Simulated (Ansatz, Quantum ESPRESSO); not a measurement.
# Ta (Im-3m): phonons and their coupling to the electrons, part 3 of 4

How strong is the electron-phonon coupling in Ta (Im-3m)?

Quantum ESPRESSO 7.5; DFT PBE, scalar-relativistic, plane waves, PseudoDojo norm-conserving pseudopotentials.

So far. Step 7 (Linear response on the mesh): The acoustic modes at Γ come out as far as 0.8 cm⁻¹ from zero, where they should vanish, a small numerical error. The relaxed cell has a = 3.320 Å (conventional setting).

## (9) Interpolated phonon bands

From the force constants any wavevector is cheap; points of the mesh come back as solved, but for the sum rule and, in polar crystals, the LO-TO term at Γ; the rest is interpolation.

matdyn.in

```
&input
   asr = 'crystal'
   flfrc = 'x.fc'
   flfrq = 'x.freq'
   flvec = 'x.modes'
   q_in_band_form = .true.
   q_in_cryst_coord = .true.
/
8
  0.0000000   0.0000000   0.0000000  12  ! GAMMA
  0.5000000   0.5000000  -0.5000000  12  ! H
  0.5000000   0.0000000  -0.5000000  12  ! N
  0.0000000   0.0000000   0.0000000  12  ! GAMMA
  0.7500000   0.2500000  -0.2500000  12  ! P
  0.5000000   0.5000000  -0.5000000   1  ! H
  0.7500000   0.2500000  -0.2500000  12  ! P
  0.5000000   0.0000000  -0.5000000   1  ! N
```

Started as:

```sh
> matdyn.x -in matdyn.in > matdyn.out
```

Numbers of over 12 decimals in the logs are rounded to 6 here.

The program printed:

```text
[banner, memory and clock lines left out]
Program MATDYN v.7.5

 mass for atomic type   1 not given; uses mass from file x.fc
 Norm of the difference between old and new effective charges:    0.000000

 Norm of the difference between old and new force-constants:   1.78401e-06

     Message from routine matdyn:
     Z* not found in file x.fc, TO-LO splitting at q=0 will be absent!
     Message from routine matdyn:
     Z* not found in file x.fc, TO-LO splitting at q=0 will be absent!

Note: The following floating-point exceptions are signalling: IEEE_UNDERFLOW_FLAG
```

Run time: 0.45 s. Hardware: 1 thread of Arm Neoverse V1, shared host.

Numbers from this step:

```yaml
lowest_frequency_on_the_path: 0 cm⁻¹
mean_frequency: 112.3 cm⁻¹
debye_temperature_second_moment: 216 K
logarithmic_mean_frequency: 106.8 cm⁻¹
```

Matdyn.x, sum rule crystal. The phonon branches at the labelled points (cm⁻¹):

```
    point  branch 1  branch 2  branch 3
        Γ         0         0         0
  halfway       107       107       140
        H       162       162       162
  halfway       112       141       153
        N        87       137       143
  halfway        58        77       113
        Γ         0         0         0
  halfway        62        62       138
        P       120       120       120
  halfway       106       137       137
        H       162       162       162
jump to P       120       120       120
  halfway        90       123       139
        N        87       137       143
```

The phonon branches as a text plot (rows in cm⁻¹):

```
    158 |          ******                                **
    152 |         *   ** *                              **
    145 |        * *   ** ****              **        ***       *
    138 |     *** *      ******            *  *      *       ****
    131 |        *             **              *   **  *    *
    125 |    *  *       *      *          *      **        *  *
    118 |                                       *     *    ***
    111 |                *      **             * *         *
    104 |      *                  *      *    *      *      *
     98 |   *             *                       ***
     91 |                  **                *               **
     84 |     *              **    *    *                      **
     77 |                      * *
     71 |  *                    *           *
     64 |    *                             *
     57 |                        **    *
     51 |                         *       *
     44 |   *                      **    *
     37 | *
     30 |                               *
     24 |  *                        ** *
     17 |                           *
     10 | *                          *
      3 |*                            *
         Γ           H       N        Γ         P        H|P    N
```

Lowest modes at the softest wavevector of the mesh; phase exp(i q.(R + tau)). Modes at q = (0.250, 0.250, 0.000):

```
mode  frequency (cm⁻¹)
   1              58.1
   2              77.1
   3             113.4
```

Displacements in mode 1 (58.1 cm⁻¹), the largest set to 1, in the home cell:
```
Ta1  0.00  1.00 -1.00
```

Displacements in mode 3 (113.4 cm⁻¹), the largest set to 1, in the home cell:
```
Ta1 0.00 1.00 1.00
```

Force constants by pair (phonopy on the run's constants); pairs near half the supercell's span include their periodic images. Pair force constants, by row:

```
atom  neighbour  distance (Å)  third of the trace (eV/Å²)  along the pair's line (eV/Å²)
 Ta1     itself             0                       9.023                              –
 Ta1         Ta         2.875                     -0.9738                         -2.332
 Ta1         Ta          3.32                      -0.092                        -0.1037
 Ta1         Ta         4.695                     -0.0474                        -0.4763
 Ta1         Ta         5.505                     -0.0378                        -0.2713
 Ta1         Ta          5.75                      0.0657                         0.3158
 Ta1         Ta         6.639                      0.2233                         0.7425
 Ta1         Ta         7.423                     -0.0227                        -0.0146
```

Harmonic mean-square displacement, third of the trace. Mean-square displacements:

```csv
T (K),Ta1 U_eq (Å²)
0,9.40e-4
100,0.00194
300,0.00526
600,0.0104
```

Mode patterns, pair constants, displacements and means over the zone were worked out by phonopy from the force constants of q2r.x.

All branches are real along the path.

## (10) Sums over the zone

Sums over the zone need many more wavevectors than were solved, so the interpolation is sampled on a dense mesh.

matdyn.in

```
&input
   asr = 'crystal'
   flfrc = 'x.fc'
   dos = .true.
   fldos = 'x.dos'
   nk1 = 19
   nk2 = 19
   nk3 = 19
   deltaE = 0.3
   la2F = .true.
/
```

Started as:

```sh
> matdyn.x -in matdyn.in > matdyn.out
```

The program printed:

```text
[banner, memory and clock lines left out]
Program MATDYN v.7.5

 mass for atomic type   1 not given; uses mass from file x.fc
 Norm of the difference between old and new effective charges:    0.000000

 Norm of the difference between old and new force-constants:   1.78401e-06

     Message from routine matdyn:
     Z* not found in file x.fc, TO-LO splitting at q=0 will be absent!
 Norm of the difference between old and new effective charges:    0.000000

 Norm of the difference between old and new force-constants:   3.17182e-06

 Norm of the difference between old and new effective charges:    0.000000

 Norm of the difference between old and new force-constants:   4.39941e-06

 Norm of the difference between old and new effective charges:    0.000000

 Norm of the difference between old and new force-constants:   8.0194e-06

 Norm of the difference between old and new effective charges:    0.000000

 Norm of the difference between old and new force-constants:   1.38737e-05

 Norm of the difference between old and new effective charges:    0.000000

 Norm of the difference between old and new force-constants:   2.18975e-05

 Norm of the difference between old and new effective charges:    0.000000

 Norm of the difference between old and new force-constants:   3.36992e-05

 Norm of the difference between old and new effective charges:    0.000000

 Norm of the difference between old and new force-constants:   5.08465e-05

 Norm of the difference between old and new effective charges:    0.000000

 Norm of the difference between old and new force-constants:   7.49004e-05

 Norm of the difference between old and new effective charges:    0.000000

 Norm of the difference between old and new force-constants:   0.000107742

 Norm of the difference between old and new effective charges:    0.000000

 Norm of the difference between old and new force-constants:   0.000151916

Note: The following floating-point exceptions are signalling: IEEE_UNDERFLOW_FLAG
```

Elapsed: 24 s, on 1 thread.

Numbers from this step:

```yaml
share_of_modes_beyond_3i_cm_minus1_on_the_dense_interpolated_mesh: 0
electron_phonon_coupling_constant: 0.9904
logarithmic_mean_frequency_weighted_by_the_coupling: 137.4 K
zero_point_energy_per_atom: 20.88 meV
heat_capacity_at_300_k: 24.31 J/(mol atoms K)
vibrational_entropy_at_300_k: 41.89 J/(mol atoms K)
```

Tetrahedra. Phonon density of states against wavenumber; read off at these points:

```
wavenumber (cm⁻¹)  phonon density of states (1/cm⁻¹/cell)
              0.0                                       0
              5.0                                  2.6e-5
             10.0                                  1.1e-4
             15.0                                  6.8e-4
             20.0                                 0.00107
             25.0                                 0.00173
             30.0                                 0.00244
             35.0                                 0.00303
             40.0                                 0.00406
             45.0                                 0.00496
             50.0                                 0.00604
             55.0                                 0.00748
             60.0                                 0.00888
             65.0                                  0.0107
             70.0                                  0.0128
             75.0                                  0.0160
             80.0                                  0.0210
             85.0                                  0.0346
             86.4                                  0.0450
             90.0                                  0.0362
             95.0                                  0.0300
            100.0                                  0.0229
            105.0                                  0.0207
            110.0                                  0.0212
            115.0                                  0.0239
            120.0                                  0.0267
            125.0                                  0.0273
            130.0                                  0.0290
            135.0                                  0.0493
            140.0                                  0.0914
            141.3                                   0.100
            145.0                                  0.0574
            150.0                                  0.0149
            155.0                                 0.00998
            160.0                                 0.00366
```

Harmonic thermodynamic functions per atom, summed over the density of states scaled to three modes an atom; melting is ignored. Thermodynamic functions:

```csv
T (K),F_vib (meV/atom),S (J/mol-atom/K),C_V (J/mol-atom/K)
0,20.88,0,0
50,20.02,5.671,11.48
100,14.1,16.86,19.98
200,-12.01,32.17,23.55
300,-50.7,41.89,24.31
400,-97.94,48.93,24.58
500,-151.6,54.43,24.71
600,-210.4,58.94,24.78
700,-273.6,62.77,24.82
800,-340.4,66.08,24.85
900,-410.4,69.01,24.87
1000,-483.3,71.63,24.89
```

λ by broadening:

| broadening (Ry) | lambda | N(E_F) (states/spin/Ry/cell) | ω_log (K) |
| --- | --- | --- | --- |
| 0.005 | 1.054 | 9.038 | 135.2 |
| 0.01 | 0.9877 | 8.958 | 135.6 |
| 0.015 | 0.9896 | 9.117 | 136.9 |
| 0.02 | 0.9904 | 9.153 | 137.4 |
| 0.025 | 0.9777 | 9.07 | 137.4 |
| 0.03 | 0.9564 | 8.916 | 137.3 |
| 0.035 | 0.931 | 8.723 | 137.1 |
| 0.04 | 0.9044 | 8.514 | 136.9 |
| 0.045 | 0.8785 | 8.304 | 136.8 |
| 0.05 | 0.8543 | 8.102 | 136.7 |

The alpha^2 F has structure finer than the step of the table below, so its rows give means over 0.5 meV, whole bins alone (the curve runs from 0.019 to 20.1 meV). Peaks (meV: height): 10.77: 0.816, 16.91: 1.32, 17.35: 1.84.

Gaussian broadening 0.02 Ry. The alpha^2 F by phonon energy; means over each step:

phonon energy (meV), alpha^2 F and a bar:
```
      0.5       0.00 
      1.0       0.00 
      1.5       0.00 
      2.0       0.01 
      2.5       0.01 
      3.0       0.02 
      3.5       0.02 
      4.0       0.03 #
      4.5       0.04 #
      5.0       0.05 #
      5.5       0.06 #
      6.0       0.08 #
      6.5       0.09 ##
      7.0       0.11 ##
      7.5       0.13 ##
      8.0       0.15 ###
      8.5       0.18 ###
      9.0       0.22 ####
      9.5       0.27 #####
     10.0       0.35 ######
     10.5       0.56 ##########
     11.0       0.70 ############
     11.5       0.67 ############
     12.0       0.51 #########
     12.5       0.42 ########
     13.0       0.38 #######
     13.5       0.38 #######
     14.0       0.39 #######
     14.5       0.46 ########
     15.0       0.46 ########
     15.5       0.45 ########
     16.0       0.48 ########
     16.5       0.68 ############
     17.0       1.20 #####################
     17.5       1.69 ##############################
     18.0       0.88 ################
     18.5       0.24 ####
     19.0       0.12 ##
     19.5       0.07 #
```

At 300 K the heat capacity has reached 97 % of the Dulong-Petit value.

(Continued in part 4 of 4.)

[Host names and launcher messages were left out of these logs when they were recorded.]

[Logs are printed without paths, hosts, clocks, repeated set-up lines and the standing remarks that a program may print on its own settings, such as how far it seeks lower states.]

[Hosts, paths, dates, database ids (printed as entryN), source tags and the programs' standing remarks are cut or masked in the printed files.]
